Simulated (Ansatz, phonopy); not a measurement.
# BeHg (hypothetical, Pm-3m): phonons against volume, part 3 of 3

Which modes of BeHg (hypothetical) drive its thermal expansion? The crystal structure is hypothetical: it was made by swapping elements on a known structure type.

Ansatz 0.2.0; DFT PBEsol, scalar-relativistic, plane waves, PAW.

So far. Step 9 (Single point at a scaled cell, V/V0 0.985): The run ends at a pressure of 1.57 GPa. Step 10 (Lattice dynamics at this volume, V/V0 0.985): The lowest solved frequency is -77.9 cm⁻¹, so the cell is unstable here and gives no valid free energy. The highest zone-centre mode (no LO–TO term) moved by +5.6 % for a volume change of -1.5 %.

## Step 11: Single point at a scaled cell, V/V0 1.03

Symmetry fixes every atom, so a single point at the scaled cell gives the energy and pressure of this member.

The cell differs from the one that the last finished run ended in (a 3.070 → 3.116 Å, b 3.070 → 3.116 Å, c 3.070 → 3.116 Å).

The input, input.yaml:

```yaml
crystal:
  lattice:
    - [3.1162507496, 0.0, 0.0]
    - [0.0, 3.1162507496, 0.0]
    - [0.0, 0.0, 3.1162507496]
  atoms:
    - { symbol: Be, position: [0.5, 0.5, 0.5] }
    - { symbol: Hg, position: [0.0, 0.0, 0.0] }
kpoints:
  mp_grid: { grid: [16, 16, 16] }
hamiltonian:
  xc: pbesol
scf:
  occupations: { method: methfessel_paxton, width: 0.15 }
output:
  forces: true
  stress: true
  eigenvalues: true
```

Started as:

```console
> ansatz run input.yaml --threads 4 --pin off --max-ram 8192MiB --backend cpu --events-out ev --progress --plain --runs-dir out
```

Numbers of over 12 decimals in the logs are rounded to 6 here.

The program printed:

```text
[...]
Crystal: 2 atoms, lattice volume = 30.262 Å³
Basis set: ecut = 420 eV, 619 PW (Γ), exchange–correlation on 48×48×48 points (8 copies of the dense FFT grid, shifted against one another)
Bands: 15, of which v1, the nominal top of the filled ones, is band 11 counted from 1 (10 counted from 0)
Symmetry: 48 space group operations
[...]
k-points: 165 of 4096
[...]
--- Band table (eV; the first three rows and the last of 165) ---
  k-point 0: bands = [... 7 lower, 7.5013, 7.5013, 7.5013, 17.4478, 17.4478, 17.4478, 22.4457, 24.7933]
  k-point 1: bands = [... 7 lower, 7.4712, 7.4712, 7.5038, 17.0616, 17.5420, 17.5420, 22.5777, 24.7492]
  k-point 2: bands = [... 7 lower, 7.3872, 7.3872, 7.5109, 16.1272, 17.8178, 17.8178, 22.7844, 24.6230]
  k-point 164: bands = [... 7 lower, 8.1740, 8.1740, 16.5124, 16.5549, 16.5549, 16.5549, 16.5939, 17.6136]
[key lines of the parts left out:]
SCF converged after 6 iterations
Free energy (F): -13757.466099 eV
Fermi energy:    14.963748 eV
P = ⅓ Tr σ = -2.7682 GPa (-27.682 kbar)
```

Wall time 1.7 s (4 threads of Arm Neoverse V1, shared host); peak memory 0.36 GiB.

The run ends at a pressure of -2.77 GPa.

## Step 12: Phonons, V/V0 1.03

The same q-mesh and k-mesh are kept at every volume, so that much of their error can cancel in the differences.

input.yaml, the sections that differ from step 11:

```yaml
output:
  eigenvalues: true
phonons:
  method: dfpt
  qmesh: [4, 4, 4]
  temperatures: { t_max: 1000, t_step: 50 }
  qpath:
    path:
      - [[0.0, 0.0, 0.0], [0.0, 0.5, 0.0], [0.5, 0.5, 0.0], [0.0, 0.0, 0.0], [0.5, 0.5, 0.5], [0.0, 0.5, 0.0]]
      - [[0.5, 0.5, 0.5], [0.5, 0.5, 0.0]]
    npoints: 10
# crystal, kpoints, hamiltonian, scf: as in step 11
```

The program printed:

```text
[...]
Crystal: 2 atoms, lattice volume = 30.262 Å³
Basis set: ecut = 420 eV, 619 PW (Γ), exchange–correlation on 48×48×48 points (8 copies of the dense FFT grid, shifted against one another)
Bands: 15, of which v1, the nominal top of the filled ones, is band 11 counted from 1 (10 counted from 0)
Symmetry: 48 space group operations
k-points: 165 of 4096
[...]
k-point 164: bands = [... 7 lower, 8.1740, 8.1740, 16.5124, 16.5549, 16.5549, 16.5549, 16.5939, 17.6136]
[...]
ASR residual: 1.250e-4 → 0.000e0 eV/Å²; symmetrization residual: 4.888e-8 eV/Å²
  ASR residual per site (eV/Å²): 2.16e-5 1.25e-4
  Γ frequencies (cm⁻¹): 0.00 0.00 0.00 184.57 184.57 184.57
--- Phonons (arbitrary-q DFPT): 10 irreducible q on the 4×4×4 mesh ---
[...]
interpolated dispersion: 62 rows × 6 modes
[...]
[key lines of the parts left out:]
SCF converged after 7 iterations
Free energy (F): -13757.466099 eV
Fermi energy:    14.963747 eV
```

Elapsed: 6.5 min, on 4 threads; peak memory 2.3 GiB; 25 min of CPU time.

The lowest solved frequency is -133 cm⁻¹, so the cell is unstable here and gives no valid free energy. The highest zone-centre mode (no LO–TO term) moved by -11.1 % for a volume change of +3.0 %.

## Step 13: Single point at a scaled cell, V/V0 0.97

Symmetry fixes every atom, so a single point at the scaled cell gives the energy and pressure of this member.

The cell differs from the one that the last finished run ended in (a 3.116 → 3.055 Å, b 3.116 → 3.055 Å, c 3.116 → 3.055 Å).

input.yaml, the sections that differ from step 12:

```yaml
crystal:
  lattice:
    - [3.0545265134, 0.0, 0.0]
    - [0.0, 3.0545265134, 0.0]
    - [0.0, 0.0, 3.0545265134]
  atoms:
    - { symbol: Be, position: [0.5, 0.5, 0.5] }
    - { symbol: Hg, position: [0.0, 0.0, 0.0] }
output:
  forces: true
  stress: true
  eigenvalues: true
# kpoints, hamiltonian, scf: as in step 12
# phonons: removed
```

The program printed:

```text
[...]
Crystal: 2 atoms, lattice volume = 28.499 Å³
Basis set: ecut = 420 eV, 587 PW (Γ), exchange–correlation on 48×48×48 points (8 copies of the dense FFT grid, shifted against one another)
Bands: 15, of which v1, the nominal top of the filled ones, is band 11 counted from 1 (10 counted from 0)
Symmetry: 48 space group operations
[...]
k-points: 165 of 4096
[...]
--- Band table (eV; the first three rows and the last of 165) ---
  k-point 0: bands = [... 7 lower, 8.5276, 8.5276, 8.5276, 18.6292, 18.6292, 18.6292, 24.3355, 26.2987]
  k-point 1: bands = [... 7 lower, 8.4931, 8.4931, 8.5305, 18.2473, 18.7309, 18.7309, 24.4534, 26.2397]
  k-point 2: bands = [... 7 lower, 8.3970, 8.3970, 8.5386, 17.3107, 19.0278, 19.0278, 24.6218, 26.0719]
  k-point 164: bands = [... 7 lower, 9.2785, 9.2785, 17.6949, 17.6949, 17.6949, 17.8494, 18.1950, 18.9706]
[key lines of the parts left out:]
SCF converged after 6 iterations
Free energy (F): -13757.465163 eV
Fermi energy:    16.203577 eV
P = ⅓ Tr σ = 3.2892 GPa (32.892 kbar)
```

Elapsed: 1.1 s, on 4 threads; peak memory 0.35 GiB; 3.8 s of CPU time.

The run ends at a pressure of 3.29 GPa.

## Step 14: Lattice dynamics at this volume, V/V0 0.97

The same q-mesh and k-mesh are kept at every volume, so that much of their error can cancel in the differences.

input.yaml, the sections that differ from step 13:

```yaml
output:
  eigenvalues: true
phonons:
  method: dfpt
  qmesh: [4, 4, 4]
  temperatures: { t_max: 1000, t_step: 50 }
  qpath:
    path:
      - [[0.0, 0.0, 0.0], [0.0, 0.5, 0.0], [0.5, 0.5, 0.0], [0.0, 0.0, 0.0], [0.5, 0.5, 0.5], [0.0, 0.5, 0.0]]
      - [[0.5, 0.5, 0.5], [0.5, 0.5, 0.0]]
    npoints: 10
# crystal, kpoints, hamiltonian, scf: as in step 13
```

The program printed:

```text
[...]
Crystal: 2 atoms, lattice volume = 28.499 Å³
Basis set: ecut = 420 eV, 587 PW (Γ), exchange–correlation on 48×48×48 points (8 copies of the dense FFT grid, shifted against one another)
Bands: 15, of which v1, the nominal top of the filled ones, is band 11 counted from 1 (10 counted from 0)
Symmetry: 48 space group operations
k-points: 165 of 4096
[...]
k-point 164: bands = [... 7 lower, 9.2785, 9.2785, 17.6949, 17.6949, 17.6949, 17.8494, 18.1950, 18.9706]
[...]
ASR residual: 6.907e-5 → 0.000e0 eV/Å²; symmetrization residual: 6.539e-8 eV/Å²
  ASR residual per site (eV/Å²): 1.65e-5 6.91e-5
  Γ frequencies (cm⁻¹): 0.00 0.00 0.00 230.94 230.94 230.94
--- Phonons (arbitrary-q DFPT): 10 irreducible q on the 4×4×4 mesh ---
[...]
interpolated dispersion: 62 rows × 6 modes
[...]
[key lines of the parts left out:]
SCF converged after 7 iterations
Free energy (F): -13757.465163 eV
Fermi energy:    16.203579 eV
```

Elapsed: 6.1 min, on 4 threads; peak memory 2.3 GiB; 23 min of CPU time.

No LO-TO term. The phonon branches at the labelled points (cm⁻¹):

```csv
point,branch 1,branch 2,branch 3,branch 4,branch 5,branch 6
Γ,0,0,0,231,231,231
halfway,23,23,79,222,222,238
X,32,32,115,202,202,300
halfway,28,47,78,251,256,262
M,-76,-76,10,243,243,279
halfway,-27,29,87,240,241,258
Γ,0,0,0,231,231,231
halfway,33,33,73,211,211,290
R,56,56,56,95,95,95
halfway,-24,74,75,161,226,277
X,32,32,115,202,202,300
jump to R,56,56,56,95,95,95
halfway,-67,-67,77,196,196,226
M,-76,-76,10,243,243,279
```

The phonon branches as a text plot (rows in cm⁻¹):

```
    292 |      ***                      *               **
    277 |     *   ** *****             * **         ****       **
    261 |           *     ****       **    *       *  *       *
    245 |   **     *************    *                * *        *
    230 |***      *           *********           * *        ***
    214 |   ***  *                     **               *
    198 |      ***                       ** *      *  ****  **
    183 |                                        **  *      *
    167 |                                  *        *      *
    151 |                                        *         *
    136 |                                   **     *
    120 |      ***                              * *      *
    104 |     *   *                          *         ** *
     88 |    *     *       ***                ****** **   ***
     73 |   *             *   **     ****       *   **    *  *
     57 |         ***               *    *** *******  *       *
     41 |  *     *              *        *****        *** *    *
     26 | * **********   ******* * *   **       *    *   *      *
     10 |***         ****       **   **
     -6 |                        ****
    -21 |                    ****                   *
    -37 |            *    ***                    * *
    -53 |             *  *                        *        *
    -68 |              **                                   *****
         Γ      X      M          Γ            R        X|R     M
```

The lowest solved frequency is -76.1 cm⁻¹, so the cell is unstable here and gives no valid free energy. The highest zone-centre mode (no LO–TO term) moved by +11.3 % for a volume change of -3.0 %.

## Step 15: A cell at another volume, V/V0 1.05

Symmetry fixes every atom, so a single point at the scaled cell gives the energy and pressure of this member.

The cell differs from the one that the last finished run ended in (a 3.055 → 3.136 Å, b 3.055 → 3.136 Å, c 3.055 → 3.136 Å).

input.yaml, the sections that differ from step 14:

```yaml
crystal:
  lattice:
    - [3.1362914981, 0.0, 0.0]
    - [0.0, 3.1362914981, 0.0]
    - [0.0, 0.0, 3.1362914981]
  atoms:
    - { symbol: Be, position: [0.5, 0.5, 0.5] }
    - { symbol: Hg, position: [0.0, 0.0, 0.0] }
output:
  forces: true
  stress: true
  eigenvalues: true
  write_density: true
  write_potential: true
  elf: true
  volumetric_format: npy
# kpoints, hamiltonian, scf: as in step 14
# phonons: removed
```

The program printed:

```text
[...]
Crystal: 2 atoms, lattice volume = 30.850 Å³
Basis set: ecut = 420 eV, 619 PW (Γ), exchange–correlation on 48×48×48 points (8 copies of the dense FFT grid, shifted against one another)
Bands: 15, of which v1, the nominal top of the filled ones, is band 11 counted from 1 (10 counted from 0)
Symmetry: 48 space group operations
[...]
k-points: 165 of 4096
[...]
--- Band table (eV; the first three rows and the last of 165) ---
  k-point 0: bands = [... 7 lower, 7.1846, 7.1846, 7.1846, 17.0824, 17.0824, 17.0824, 21.8626, 24.3282]
  k-point 1: bands = [... 7 lower, 7.1558, 7.1558, 7.1870, 16.6947, 17.1744, 17.1744, 21.9991, 24.2884]
  k-point 2: bands = [... 7 lower, 7.0754, 7.0754, 7.1938, 15.7611, 17.4438, 17.4438, 22.2170, 24.1740]
  k-point 164: bands = [... 7 lower, 7.8337, 7.8337, 16.0979, 16.1028, 16.2043, 16.2043, 16.2043, 17.1967]
[key lines of the parts left out:]
SCF converged after 5 iterations
Free energy (F): -13757.452986 eV
Fermi energy:    14.581831 eV
P = ⅓ Tr σ = -4.3503 GPa (-43.503 kbar)
```

It took 1.6 s on 4 threads; peak memory 0.36 GiB.

The run ends at a pressure of -4.35 GPa.

## Step 16: Phonons, V/V0 1.05

The same q-mesh and k-mesh are kept at every volume, so that much of their error can cancel in the differences.

input.yaml, the sections that differ from step 15:

```yaml
output:
  eigenvalues: true
phonons:
  method: dfpt
  qmesh: [4, 4, 4]
  temperatures: { t_max: 1000, t_step: 50 }
  qpath:
    path:
      - [[0.0, 0.0, 0.0], [0.0, 0.5, 0.0], [0.5, 0.5, 0.0], [0.0, 0.0, 0.0], [0.5, 0.5, 0.5], [0.0, 0.5, 0.0]]
      - [[0.5, 0.5, 0.5], [0.5, 0.5, 0.0]]
    npoints: 10
# crystal, kpoints, hamiltonian, scf: as in step 15
```

The program printed:

```text
[...]
Crystal: 2 atoms, lattice volume = 30.850 Å³
Basis set: ecut = 420 eV, 619 PW (Γ), exchange–correlation on 48×48×48 points (8 copies of the dense FFT grid, shifted against one another)
Bands: 15, of which v1, the nominal top of the filled ones, is band 11 counted from 1 (10 counted from 0)
Symmetry: 48 space group operations
k-points: 165 of 4096
[...]
k-point 164: bands = [... 7 lower, 7.8339, 7.8339, 16.0979, 16.1029, 16.2043, 16.2043, 16.2043, 17.1967]
[...]
ASR residual: 7.405e-5 → 0.000e0 eV/Å²; symmetrization residual: 1.433e-6 eV/Å²
  ASR residual per site (eV/Å²): 3.67e-5 7.41e-5
  Γ frequencies (cm⁻¹): 0.00 0.00 0.00 169.47 169.47 169.47
--- Phonons (arbitrary-q DFPT): 10 irreducible q on the 4×4×4 mesh ---
[...]
interpolated dispersion: 62 rows × 6 modes
[...]
[key lines of the parts left out:]
SCF converged after 7 iterations
Free energy (F): -13757.452986 eV
Fermi energy:    14.581855 eV
```

Run time: 6.4 min. Hardware: 4 threads; peak memory 2.4 GiB.

No LO-TO term. Phonon branches along the path, in cm⁻¹:

```csv
point,branch 1,branch 2,branch 3,branch 4,branch 5,branch 6
Γ,0,0,0,170,170,170
halfway,3,3,67,151,151,178
X,14,14,98,114,114,242
halfway,-8,28,54,185,190,197
M,-88,-88,-24,186,186,219
halfway,-37,13,71,171,180,188
Γ,0,0,0,170,170,170
halfway,-39,-39,57,141,141,227
R,-152,-152,-152,78,78,78
halfway,-58,33,57,60,156,214
X,14,14,98,114,114,242
jump to R,-152,-152,-152,78,78,78
halfway,-105,-105,62,136,136,151
M,-88,-88,-24,186,186,219
```

The phonon branches as a text plot (rows in cm⁻¹):

```
    234 |      ***                      *               **
    218 |     *   *  *****             * **         ** *       **
    201 |    *     **     *                           *       *
    185 |   *       ***********      **    *       * *         **
    169 |***       *         ********                  *      *
    152 |   *     *                  ***          * *        *
    136 |    **                         *   *      *    *    *
    119 |      ***                       **       *   ****  *
    103 |      **                          *     *       * **
     86 |    **  **                         **  *    **** *
     70 |   *      *       ****               ****** *    ****
     54 |                 *    *     ******         **
     37 |  *      **            *   *              ** **      *
     21 |**    ***  *        *   * *       *          ****     *
      4 |******   **       ** *****
    -12 |           **   **     ** **                           *
    -29 |           * ***     **     ***          *  *
    -45 |            *   * ***          *                  *
    -61 |            **   *              ** *       *
    -78 |             * **                         *
    -94 |              *                   *     *            ***
   -111 |                                         *         **
   -127 |                                   **  **         *
   -144 |                                    ****         *
         Γ      X      M          Γ            R        X|R     M
```

The lowest solved frequency is -152 cm⁻¹, so the cell is unstable here and gives no valid free energy. The highest zone-centre mode (no LO–TO term) moved by -18.4 % for a volume change of +5.0 %.

## Step 17: Mode Grüneisen parameters

This step: DFT PBEsol, scalar-relativistic, plane waves, PAW (phonopy 4.10.0).

Volume series, by row:

```csv
V/V0,V (Å³/atom),pressure (GPa),E - E0 (meV/atom),gap (eV),zero-point energy (meV/atom),lowest on the path (cm⁻¹),highest at Gamma without the LO-TO term (cm⁻¹)
0.97,14.25,3.289,4.454,0,-,-76.12,230.9
0.985,14.47,1.573,1.097,0,-,-77.9,219.2
1,14.69,-0.003,0,0,-,-89.92,207.6
1.015,14.91,-1.447,0.983,0,-,-114.3,196
1.03,15.13,-2.768,3.876,0,-,-132.7,184.6
1.05,15.42,-4.35,10.42,0,-,-151.8,169.5
```

The optical frequency at Gamma without the LO-TO term, mode 4 by V/V0:

```csv
V/V0,"optical frequency at Gamma without the LO-TO term, mode 4 (cm⁻¹)"
0.9700,231
0.9850,219
1.0000,208
1.0150,196
1.0300,185
1.0500,169
```

## Step 18: Summary of results

```
lowest frequency over the volumes : -152 cm⁻¹
```

In words: Imaginary modes appear at V/V0 = 0.97, 0.985, 1, 1.015, 1.03 and 1.05, so too few stable volumes remain for a free-energy fit. Mode Grüneisen parameters diverge near a vanishing branch and are not given. The softest solved mode at V/V0 = 1.05 is 152i cm⁻¹ at q = (-0.5, -0.5, -0.5), and 6 of 10 solved wavevectors carry a mode beyond 8i cm⁻¹. In a metal soft modes also hang on the k-mesh and the smearing, which were not converged here. The PAW files were made for PBE and are used here under another functional, for which the program regenerates the frozen cores.

[Logs are printed without paths, hosts, clocks, repeated set-up lines and the standing remarks that a program may print on its own settings, such as how far it seeks lower states.]

[Hosts, paths, dates, database ids (printed as entryN), source tags and the programs' standing remarks are cut or masked in the printed files.]

[A step with changed settings may run another functional than the one named; its input shows which.]


